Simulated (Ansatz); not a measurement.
# C on Mo(110): change of the work function

Aim: the work function of Mo(110) at several coverages of C (longbridge site), and the dipole that each adsorbate carries.

Calculated with Ansatz 0.2.0; plane-wave DFT, PBE, Ansatz PAW.

### Step 1. The system as given

The cell holds 4 atoms: 4 Mo. Cell: a = 2.728 Å, b = 2.728 Å, c = 24.682 Å, α = 90.0°, β = 90.0°, γ = 70.5°. Vacuum lies along c.

### Step 2. The clean slab

The bare slab comes first, as the zero from which every change is counted. The two lowest layers are held at bulk places and the upper ones relax. The dipole correction removes the false field that a one-sided slab makes across the periodic vacuum, so each face gets a flat vacuum level of its own.

Input file input.yaml:

```yaml
crystal:
  lattice:
    - [2.2273863607, -1.575, 0.0]
    - [2.2273863607, 1.575, 0.0]
    - [0.0, 0.0, 24.6821590822]
  atoms:
    - { symbol: Mo, position: [0.0, 0.0, 0.3646358477] }
    - { symbol: Mo, position: [0.5, 0.5, 0.4548786159] }
    - { symbol: Mo, position: [0.0, 0.0, 0.5451213841] }
    - { symbol: Mo, position: [0.5, 0.5, 0.6353641523] }
kpoints:
  mp_grid: { grid: [12, 12, 1] }
hamiltonian:
  xc: pbe
scf:
  occupations: { method: fermi_dirac, width: 0.1 }
  convergence: { dr2_threshold: 1.0e-08 }
efield:
  axis: 3
  dipole_correction: true
  ramp_position: 0.97
  ramp_width: 0.06
relax:
  f_tol: 0.02
  max_steps: 60
  constraints: [{ sites: [0, 1] }]
output:
  write_potential: true
  write_density: true
  volumetric_format: npy
```

The run is started by

```console
$ ansatz run input.yaml --threads 4 --pin off --max-ram 6144MiB --backend cpu --events-out ev --progress --plain --runs-dir out
```

The program printed:

```text
Engine: ansatz 0.2.0, aarch64-unknown-linux-gnu
Pseudopotentials: kind: paw
Pseudopotential: Mo, paw, valence charge 14, recommended cutoff 420 eV (normal), Mo.paw.azcp
Functional definition: PBE
  parameter kappa = 0.804
  parameter beta = 0.066725
  exchange = pbe_x(kappa = kappa, mu = beta*pi^2/3)
  correlation = pbe_c(beta = beta)
Crystal: 4 atoms, lattice volume = 173.177 Å³
Basis set: ecut = 420 eV, 3445 PW (Γ), exchange–correlation on 40×40×360 points (8 copies of the dense FFT grid, shifted against one another)
Bands: 34, of which v1, the nominal top of the filled ones, is band 28 counted from 1 (27 counted from 0)
Symmetry: 4 space group operations
k-points: 43 of 144
Non-local potential: Mo, projectors of the file, l = 0: 3, l = 1: 2, l = 2: 2, l = 3: 1
PAW form: soft (Blöchl's): semilocal exchange-correlation on the pseudo side does not see the compensation charge
PAW one-centre angular grid: Mo, 590 points (default); XC on 64 Gauss nodes
Initial density: superposition of atomic densities (neutral atoms: chi_scale 0, normalization atom), corrected by the library's trained network
Initial wavefunctions: pseudopotential atomic-orbital guess
Functional: x = pbe(κ = 0.804, μ = 0.219515), c = pbe(β = 0.066725)
SCF iter   1: F=—  HF=-19821.647128 eV  |F-HF|=—  |Δ(HF+E_count)|=         —  Δρ=3.78e-3  dr2=1.40e-1  ethr=1.77e-3  p=-0.000 e·Å  D=-4.77e-14 V/Å  ΔV_dip=0.00 eV  dr2_dipole=1.17e-6  V_vac-E_F(+/−)=4.86/4.86 eV  ⟨swp⟩=8.9  Hψ=15645  notcnv=0  defer=5
efield: sawtooth ramp at fractional position 0.9700 (set: `efield.ramp_position`, or a place that a band, a saddle search or an elastic batch's reference lends), width 0.0600; the density the first Hamiltonian is built on has a dipole p = -0.000 e·Å; the dipole correction subtracts the counter field D = -4.77e-14 V/Å, which shifts the + side's vacuum level by +0.00 eV against the − side's; the planar-averaged density in the ramp window peaks in size at 1.4e-5 e/Å³
automatic band count: the SCF goes on with 40 bands, as 34 were too few: the levels above may hold too much charge
preconditioner: auto → LDOS  [metal: Δε(μ)=0.026 eV  Ē_g=5.170 eV  σ=0.100 eV  W_gap=0.07  n_scr=16 (ndim 8)  ℏωp=13.8 eV  f_vac=0.563  D(μ)=3.57/eV (n_scr^D=14)  β→1.0]
SCF iter   2: F=—  HF=-19821.643445 eV  |F-HF|=—  |Δ(HF+E_count)|=   3.68e-3  Δρ=1.93e-3  dr2=1.96e-2  ethr=2.50e-4  p=0.000 e·Å  D=4.94e-6 V/Å  ΔV_dip=-0.00 eV  dr2_dipole=1.04e-6  V_vac-E_F(+/−)=4.70/4.70 eV  ⟨swp⟩=2.1  Hψ=2763  notcnv=0  defer=21
SCF iter   3: F=—  HF=-19821.641432 eV  |F-HF|=—  |Δ(HF+E_count)|=   2.01e-3  Δρ=5.02e-4  dr2=1.45e-3  ethr=3.50e-5  p=0.000 e·Å  D=3.71e-6 V/Å  ΔV_dip=-0.00 eV  dr2_dipole=1.26e-7  V_vac-E_F(+/−)=4.72/4.72 eV  ⟨swp⟩=2.2  Hψ=2388  notcnv=0  defer=21
SCF iter   4: F=—  HF=-19821.641192 eV  |F-HF|=—  |Δ(HF+E_count)|=   2.41e-4  Δρ=1.36e-4  dr2=7.48e-5  ethr=2.60e-6  p=0.000 e·Å  D=1.73e-6 V/Å  ΔV_dip=-0.00 eV  dr2_dipole=3.26e-8  V_vac-E_F(+/−)=4.71/4.71 eV  ⟨swp⟩=3.0  Hψ=2598  notcnv=0  defer=21
SCF iter   5: F=—  HF=-19821.641212 eV  |F-HF|=—  |Δ(HF+E_count)|=   2.06e-5  Δρ=3.96e-5  dr2=6.14e-6  ethr=1.34e-7  p=0.000 e·Å  D=1.84e-7 V/Å  ΔV_dip=-0.00 eV  dr2_dipole=7.59e-10  V_vac-E_F(+/−)=4.70/4.70 eV  ⟨swp⟩=2.6  Hψ=2473  notcnv=0  defer=21
SCF iter   6: F=—  HF=-19821.641292 eV  |F-HF|=—  |Δ(HF+E_count)|=   7.97e-5  Δρ=1.55e-5  dr2=8.69e-7  ethr=1.10e-8  p=-0.000 e·Å  D=-9.75e-8 V/Å  ΔV_dip=0.00 eV  dr2_dipole=2.59e-12  V_vac-E_F(+/−)=4.70/4.70 eV  ⟨swp⟩=2.1  Hψ=2413  notcnv=0  defer=21
SCF iter   7: F=—  HF=-19821.641293 eV  |F-HF|=—  |Δ(HF+E_count)|=   4.78e-7  Δρ=4.02e-6  dr2=7.38e-8  ethr=1.55e-9  p=-0.000 e·Å  D=-1.25e-7 V/Å  ΔV_dip=0.00 eV  dr2_dipole=3.69e-11  V_vac-E_F(+/−)=4.69/4.69 eV  ⟨swp⟩=2.1  Hψ=2303  notcnv=0  defer=21
SCF iter   8: F=-19821.641293 eV  HF=-19821.641293 eV  |F-HF|=4.27e-9  |Δ(HF+E_count)|=   8.39e-8  Δρ=1.47e-6  dr2=6.62e-9  ethr=1.79e-11  p=-0.000 e·Å  D=-2.43e-8 V/Å  ΔV_dip=0.00 eV  dr2_dipole=1.83e-12  V_vac-E_F(+/−)=4.69/4.69 eV  ⟨swp⟩=10.7  Hψ=11440  notcnv=0
SCF 1 converged in 8 iterations: F = -19821.641293 eV  dr2 = 6.62e-9
  greatest PAW one-centre occupation: 0.998 electrons in one spin orbital (limit 2), on the Mo atom at site 0 (counted from 0), in its partial waves of l = 0
relax step   1: F+E_penalty+E_count = -19821.64129266 eV  Δ(F+E_penalty+E_count) = +0.000e0 eV  max|allowed force component| = 6.071e-1 eV/Å  Δτ_max = 0.0000 Å  (8 SCF iters, accepted)
Bands: 40, of which v1, the nominal top of the filled ones, is band 28 counted from 1 (27 counted from 0)
Initial density: handed on by an earlier stage of this run
Initial wavefunctions: those handed on with the density
iter 1 solved again at ethr=6.81e-4 eV; its pass at ethr=3.10e-3 eV (dr2=3.81e-1 eV) is discarded
SCF iter   1: F=—  HF=-19821.655302 eV  |F-HF|=—  |Δ(HF+E_count)|=         —  Δρ=9.01e-3  dr2=3.79e-1  ethr=6.81e-4  p=0.000 e·Å  D=7.11e-7 V/Å  ΔV_dip=-0.00 eV  dr2_dipole=2.16e-3  V_vac-E_F(+/−)=4.71/4.71 eV  ⟨swp⟩=1.6  Hψ=6582  notcnv=0  defer=26
efield: sawtooth ramp at fractional position 0.9700 (set: `efield.ramp_position`, or a place that a band, a saddle search or an elastic batch's reference lends), width 0.0600; the density the first Hamiltonian is built on has a dipole p = 0.000 e·Å; the dipole correction subtracts the counter field D = 7.11e-7 V/Å, which shifts the + side's vacuum level by -0.00 eV against the − side's; the planar-averaged density in the ramp window peaks in size at 3.6e-6 e/Å³
preconditioner: auto → LDOS  [metal: Δε(μ)=0.032 eV  Ē_g=5.280 eV  σ=0.100 eV  W_gap=0.08  n_scr=16 (ndim 8)  ℏωp=13.8 eV  f_vac=0.569  D(μ)=3.64/eV (n_scr^D=14)  β→1.0]
SCF iter   2: F=—  HF=-19821.637650 eV  |F-HF|=—  |Δ(HF+E_count)|=   1.77e-2  Δρ=4.01e-3  dr2=1.08e-1  ethr=6.78e-4  p=0.007 e·Å  D=7.44e-3 V/Å  ΔV_dip=-0.18 eV  dr2_dipole=1.22e-3  V_vac-E_F(+/−)=4.51/4.69 eV  ⟨swp⟩=2.3  Hψ=2710  notcnv=0  defer=26
SCF iter   3: F=—  HF=-19821.629266 eV  |F-HF|=—  |Δ(HF+E_count)|=   8.38e-3  Δρ=1.79e-3  dr2=1.82e-2  ethr=1.92e-4  p=0.006 e·Å  D=6.37e-3 V/Å  ΔV_dip=-0.16 eV  dr2_dipole=2.87e-4  V_vac-E_F(+/−)=4.55/4.71 eV  ⟨swp⟩=2.4  Hψ=3010  notcnv=0  defer=26
SCF iter   4: F=—  HF=-19821.625514 eV  |F-HF|=—  |Δ(HF+E_count)|=   3.75e-3  Δρ=4.20e-4  dr2=7.00e-4  ethr=3.26e-5  p=0.007 e·Å  D=7.29e-3 V/Å  ΔV_dip=-0.18 eV  dr2_dipole=1.75e-5  V_vac-E_F(+/−)=4.52/4.70 eV  ⟨swp⟩=3.0  Hψ=2790  notcnv=0  defer=26
[...]
preconditioner: auto → LDOS  [metal: Δε(μ)=0.017 eV  Ē_g=5.205 eV  σ=0.100 eV  W_gap=0.04  n_scr=16 (ndim 8)  ℏωp=13.8 eV  f_vac=0.567  D(μ)=3.42/eV (n_scr^D=14)  β→1.0]
SCF iter   2: F=—  HF=-19821.665870 eV  |F-HF|=—  |Δ(HF+E_count)|=   3.93e-3  Δρ=2.32e-3  dr2=4.41e-2  ethr=1.98e-4  p=0.006 e·Å  D=6.20e-3 V/Å  ΔV_dip=-0.15 eV  dr2_dipole=3.08e-3  V_vac-E_F(+/−)=4.55/4.71 eV  ⟨swp⟩=2.0  Hψ=2812  notcnv=0  defer=26
SCF iter   3: F=—  HF=-19821.662933 eV  |F-HF|=—  |Δ(HF+E_count)|=   2.94e-3  Δρ=8.29e-4  dr2=4.40e-3  ethr=7.87e-5  p=0.006 e·Å  D=6.03e-3 V/Å  ΔV_dip=-0.15 eV  dr2_dipole=6.38e-4  V_vac-E_F(+/−)=4.55/4.70 eV  ⟨swp⟩=2.0  Hψ=2291  notcnv=0  defer=26
SCF iter   4: F=—  HF=-19821.662283 eV  |F-HF|=—  |Δ(HF+E_count)|=   6.51e-4  Δρ=2.74e-4  dr2=4.17e-4  ethr=7.86e-6  p=0.005 e·Å  D=5.31e-3 V/Å  ΔV_dip=-0.13 eV  dr2_dipole=6.02e-5  V_vac-E_F(+/−)=4.57/4.70 eV  ⟨swp⟩=3.5  Hψ=3106  notcnv=0  defer=26
SCF iter   5: F=—  HF=-19821.662246 eV  |F-HF|=—  |Δ(HF+E_count)|=   3.68e-5  Δρ=7.82e-5  dr2=1.95e-5  ethr=7.45e-7  p=0.005 e·Å  D=5.03e-3 V/Å  ΔV_dip=-0.12 eV  dr2_dipole=1.51e-6  V_vac-E_F(+/−)=4.57/4.70 eV  ⟨swp⟩=2.5  Hψ=2546  notcnv=0  defer=26
SCF iter   6: F=—  HF=-19821.662253 eV  |F-HF|=—  |Δ(HF+E_count)|=   7.25e-6  Δρ=2.97e-5  dr2=1.84e-6  ethr=3.47e-8  p=0.005 e·Å  D=4.92e-3 V/Å  ΔV_dip=-0.12 eV  dr2_dipole=6.05e-9  V_vac-E_F(+/−)=4.57/4.70 eV  ⟨swp⟩=2.1  Hψ=2333  notcnv=0  defer=26
SCF iter   7: F=—  HF=-19821.662328 eV  |F-HF|=—  |Δ(HF+E_count)|=   7.45e-5  Δρ=1.27e-5  dr2=5.17e-7  ethr=3.28e-9  p=0.005 e·Å  D=4.84e-3 V/Å  ΔV_dip=-0.12 eV  dr2_dipole=2.83e-8  V_vac-E_F(+/−)=4.58/4.70 eV  ⟨swp⟩=2.1  Hψ=2436  notcnv=0  defer=26
SCF iter   8: F=—  HF=-19821.662328 eV  |F-HF|=—  |Δ(HF+E_count)|=   8.29e-8  Δρ=2.78e-6  dr2=3.22e-8  ethr=9.24e-10  p=0.005 e·Å  D=4.83e-3 V/Å  ΔV_dip=-0.12 eV  dr2_dipole=1.60e-9  V_vac-E_F(+/−)=4.58/4.70 eV  ⟨swp⟩=2.8  Hψ=3061  notcnv=0  defer=26
SCF iter   9: F=-19821.662328 eV  HF=-19821.662328 eV  |F-HF|=6.62e-9  |Δ(HF+E_count)|=   1.90e-8  Δρ=8.02e-7  dr2=1.26e-9  ethr=1.79e-11  p=0.005 e·Å  D=4.82e-3 V/Å  ΔV_dip=-0.12 eV  dr2_dipole=8.06e-15  V_vac-E_F(+/−)=4.58/4.70 eV  ⟨swp⟩=10.1  Hψ=11130  notcnv=0
SCF 3 converged in 9 iterations: F = -19821.662328 eV  dr2 = 1.26e-9
relax step   3: F+E_penalty+E_count = -19821.66232783 eV  Δ(F+E_penalty+E_count) = -2.104e-2 eV  max|allowed force component| = 1.718e-1 eV/Å  Δτ_max = 0.0695 Å  (9 SCF iters, accepted)
SCF iter   1: F=—  HF=-19821.663916 eV  |F-HF|=—  |Δ(HF+E_count)|=         —  Δρ=8.39e-4  dr2=3.50e-3  ethr=6.23e-5  p=0.005 e·Å  D=4.82e-3 V/Å  ΔV_dip=-0.12 eV  dr2_dipole=1.17e-4  V_vac-E_F(+/−)=4.57/4.69 eV  ⟨swp⟩=2.4  Hψ=3395  notcnv=0  defer=26
efield: sawtooth ramp at fractional position 0.9700 (set: `efield.ramp_position`, or a place that a band, a saddle search or an elastic batch's reference lends), width 0.0600; the density the first Hamiltonian is built on has a dipole p = 0.005 e·Å; the dipole correction subtracts the counter field D = 4.82e-3 V/Å, which shifts the + side's vacuum level by -0.12 eV against the − side's; the planar-averaged density in the ramp window peaks in size at 4.2e-6 e/Å³
preconditioner: auto → LDOS  [metal: Δε(μ)=0.010 eV  Ē_g=5.198 eV  σ=0.100 eV  W_gap=0.02  n_scr=16 (ndim 8)  ℏωp=13.8 eV  f_vac=0.567  D(μ)=3.47/eV (n_scr^D=14)  β→1.0]
SCF iter   2: F=—  HF=-19821.663778 eV  |F-HF|=—  |Δ(HF+E_count)|=   1.38e-4  Δρ=4.26e-4  dr2=1.37e-3  ethr=6.24e-6  p=0.004 e·Å  D=4.06e-3 V/Å  ΔV_dip=-0.10 eV  dr2_dipole=2.10e-5  V_vac-E_F(+/−)=4.60/4.70 eV  ⟨swp⟩=2.0  Hψ=2569  notcnv=0  defer=26
SCF iter   3: F=—  HF=-19821.663680 eV  |F-HF|=—  |Δ(HF+E_count)|=   9.75e-5  Δρ=1.70e-4  dr2=1.67e-4  ethr=2.44e-6  p=0.004 e·Å  D=4.18e-3 V/Å  ΔV_dip=-0.10 eV  dr2_dipole=3.14e-6  V_vac-E_F(+/−)=4.59/4.69 eV  ⟨swp⟩=2.0  Hψ=2242  notcnv=0  defer=26
SCF iter   4: F=—  HF=-19821.663648 eV  |F-HF|=—  |Δ(HF+E_count)|=   3.23e-5  Δρ=4.02e-5  dr2=5.53e-6  ethr=2.98e-7  p=0.004 e·Å  D=4.07e-3 V/Å  ΔV_dip=-0.10 eV  dr2_dipole=5.62e-7  V_vac-E_F(+/−)=4.60/4.70 eV  ⟨swp⟩=3.4  Hψ=3040  notcnv=0  defer=26
SCF iter   5: F=—  HF=-19821.663725 eV  |F-HF|=—  |Δ(HF+E_count)|=   7.67e-5  Δρ=1.23e-5  dr2=5.71e-7  ethr=9.88e-9  p=0.004 e·Å  D=3.99e-3 V/Å  ΔV_dip=-0.10 eV  dr2_dipole=4.19e-8  V_vac-E_F(+/−)=4.60/4.70 eV  ⟨swp⟩=2.7  Hψ=2627  notcnv=0  defer=26
SCF iter   6: F=—  HF=-19821.663725 eV  |F-HF|=—  |Δ(HF+E_count)|=   2.10e-7  Δρ=3.79e-6  dr2=5.79e-8  ethr=1.02e-9  p=0.004 e·Å  D=3.95e-3 V/Å  ΔV_dip=-0.10 eV  dr2_dipole=2.24e-9  V_vac-E_F(+/−)=4.60/4.70 eV  ⟨swp⟩=2.3  Hψ=2351  notcnv=0  defer=26
SCF iter   7: F=-19821.663725 eV  HF=-19821.663725 eV  |F-HF|=3.88e-9  |Δ(HF+E_count)|=   3.93e-8  Δρ=1.56e-6  dr2=8.52e-9  ethr=1.79e-11  p=0.004 e·Å  D=3.94e-3 V/Å  ΔV_dip=-0.10 eV  dr2_dipole=2.54e-10  V_vac-E_F(+/−)=4.60/4.70 eV  ⟨swp⟩=10.8  Hψ=11535  notcnv=0
SCF 4 converged in 7 iterations: F = -19821.663725 eV  dr2 = 8.52e-9
relax step   4: F+E_penalty+E_count = -19821.66372504 eV  Δ(F+E_penalty+E_count) = -1.397e-3 eV  max|allowed force component| = 6.160e-3 eV/Å  Δτ_max = 0.0105 Å  (7 SCF iters, accepted)
NSCF: frozen V_eff on 43 k-points
the band table was solved once a step of the walk had ended and its energy, with any forces and stress, was formed, with the checks that follow a solve (8320 applications of the Hamiltonian). They found nothing against the state; the energy, forces and stress were not computed again (output.eigenvalues in the input reference)
SCF converged after 7 iterations
Free energy (F): -19821.663725 eV
Harris-Foulkes:  -19821.663725 eV  (|F-HF|=3.88e-9)
Internal energy: -19821.546906 eV  (E = F + TS)
E sigma→0 (E₀):  -19821.605316 eV
Entropy (-TS):   -0.116819 eV (-29.205 meV/atom)
Fermi energy:    4.749028 eV
Dipole field:    D = 0.003959 V/Å  (p = 0.003789 e·Å, saw-weighted, corrected)
Work function:   Φ+ = 4.5981 eV   Φ− = 4.6959 eV
Levels:          The Fermi level and band energies are counted from a zero that moves with the ramp; work functions are not
--- Per-component energies (eV) ---
  E_band       = -1128.803101
  E_kinetic    = 1758.636077
  E_local      = -73076.344926  (includes V_loc(G=0)·N_el)
  E_nonlocal   = 573.008626
  E_hartree    = 35551.714988
  E_xc         = -730.509318
  E_vxc        = -911.323818  (∫ρ·V_xc dr)
  E_paw        = -12805.328642  (= ΣΔE_a)
  E_vpaw       = -576.218629  (= ΣTr[D̂ρ^β])
  E_aug_tail   = 0.000170  (compensation charges beyond the density's cutoff)
  E_efield     = 0.000007  (sawtooth field / dipole correction)
  E_vefield    = 0.002053  (∫n·V_field dr)
  E_ewald      = 28907.276112
  E_smearing   = -0.116819  (= −TS)
  E_closure    = -0.000000  (closes the sum)
  Σ components = -19821.663725   (vs F -19821.663725, Δ=0.00e0)
--- Forces (eV/Å), atoms counted from 1 ---
  atom   1  Mo     0.00000000     0.00000000     0.48968382
  atom   2  Mo     0.00000000    -0.00000000    -0.48732685
  atom   3  Mo     0.00000000    -0.00000000    -0.00615989
  atom   4  Mo     0.00000000     0.00000000     0.00374740
  max |Σ_I F_I| component: 5.55e-5 eV/Å
--- Band table (eV; the first three rows and the last of 43) ---
  k-point 0: bands = [... 24 lower, 3.2679, 3.3587, 3.5222, 3.7666, 4.8655, 5.1015, 5.8499, 5.9160, ... 8 higher]
  k-point 1: bands = [... 24 lower, 3.1262, 3.2374, 3.5562, 3.9741, 4.5550, 5.1890, 5.4643, 5.7715, ... 8 higher]
  k-point 2: bands = [... 24 lower, 2.9540, 3.0742, 3.7021, 3.9784, 4.4501, 4.6794, 5.6510, 5.7078, ... 8 higher]
  k-point 42: bands = [... 24 lower, 3.2412, 5.2680, 5.2859, 5.5507, 5.7353, 6.1980, 7.4154, 7.7054, ... 8 higher]
--- Relaxed structure (4 steps of the walk, 3 accepted, 0 SCFs on fresh bases) ---
  F+E_penalty+E_count = -19821.66372504 eV   max|allowed force component| = 6.160e-3 eV/Å
  atoms:
    - { symbol: Mo, position: [0.0, 0.0, 0.364636] }
    - { symbol: Mo, position: [0.500000, 0.500000, 0.454879] }
    - { symbol: Mo, position: [-3.918099e-19, 3.918099e-19, 0.546022] }
    - { symbol: Mo, position: [0.500000, 0.500000, 0.632974] }
```

The job ended after 24 s (4 threads of Arm Neoverse V1, shared host; peak memory 0.58 GiB).

The column dr2 measures how far the density is from self-consistency, as an energy; F and HF (Harris–Foulkes) agree once it is small.

Step by step:

| step | energy less that of the first step (eV) | largest force component (eV/Å) |
| --- | --- | --- |
| 1 | 0.0000 | 0.6071 |
| 2 | 0.0156 | 0.8030 |
| 3 | -0.0210 | 0.1718 |
| 4 | -0.0224 | 0.0062 |

Relaxation step 2 was tried and not accepted.

Forces are held to the 4 operations that the program found; a distortion that breaks them can't arise in this run.

The atoms that moved most (Å):

| atom | dx | dy | dz | length |
| --- | --- | --- | --- | --- |
| Mo4 | 0.000 | 0.000 | -0.059 | 0.059 |
| Mo3 | 0.000 | 0.000 | 0.022 | 0.022 |

Final coordinates:

```xyz
4
Lattice="2.2274 -1.5750 0.0000 2.2274 1.5750 0.0000 0.0000 0.0000 24.6822" Properties=species:S:1:pos:R:3
Mo    0.0000    0.0000    9.0000
Mo    2.2274    0.0000   11.2274
Mo    0.0000    0.0000   13.4770
Mo    2.2274    0.0000   15.6232
```

Read from the output:

```yaml
energy_at_zero_smearing: -19821.6053 eV
work_function_upper_face: 4.598 eV
work_function_lower_face: 4.696 eV
dipole_along_the_normal: 0.003789 e·Å
step_between_the_vacuum_levels: -0.09771 eV
```

Running mean over 2.227 Å of the planar mean; the ramp of the sawtooth is left out. Table of electron's electrostatic potential energy less the Fermi level by z:

z (Å), electron's electrostatic potential energy less the Fermi level (eV) and a bar from the least value:
```
      3.5        4.7 ##############################
      4.0        4.7 ##############################
      4.5        4.7 ##############################
      5.0        4.7 ##############################
      5.5        4.7 ##############################
      6.0        4.6 ##############################
      6.5        4.2 #############################
      7.0        3.2 ############################
      7.5       -0.1 ######################
      8.0       -6.0 #############
      8.5      -10.8 #####
      9.0      -12.4 ##
      9.5      -12.6 ##
     10.0      -12.7 ##
     10.5      -12.8 #
     11.0      -12.9 #
     11.5      -12.9 #
     12.0      -12.7 ##
     12.5      -12.7 ##
     13.0      -12.8 #
     13.5      -13.0 #
     14.0      -13.4 
     14.5      -13.7 
     15.0      -13.3 #
     15.5      -12.7 ##
     16.0      -11.5 ####
     16.5       -7.5 ##########
     17.0       -1.5 ####################
     17.5        2.6 ###########################
     18.0        4.0 #############################
     18.5        4.4 ##############################
     19.0        4.5 ##############################
     19.5        4.6 ##############################
     20.0        4.6 ##############################
     20.5        4.6 ##############################
     21.0        4.6 ##############################
     21.5        4.6 ##############################
```

The relaxation took 4 steps and lowered the energy by 0.022 eV; the largest force on the free atoms ends at 0.0062 eV/Å.

The work function of the upper face is 4.60 eV.

(Part 1 of 4 ends here.)

[Long decimals in the printed logs are rounded to 6 places.]

[Logs are printed without paths, hosts, clocks, repeated set-up lines and the standing remarks that a program may print on its own settings, such as how far it seeks lower states.]

[Hosts, paths, dates, database ids (printed as entryN), source tags and the programs' standing remarks are cut or masked in the printed files.]

[Maps of the electrostatic potential energy from Ansatz leave out the sawtooth potential of an applied field or a dipole correction, so their vacuum need not be flat; planar profiles and work functions include it.]
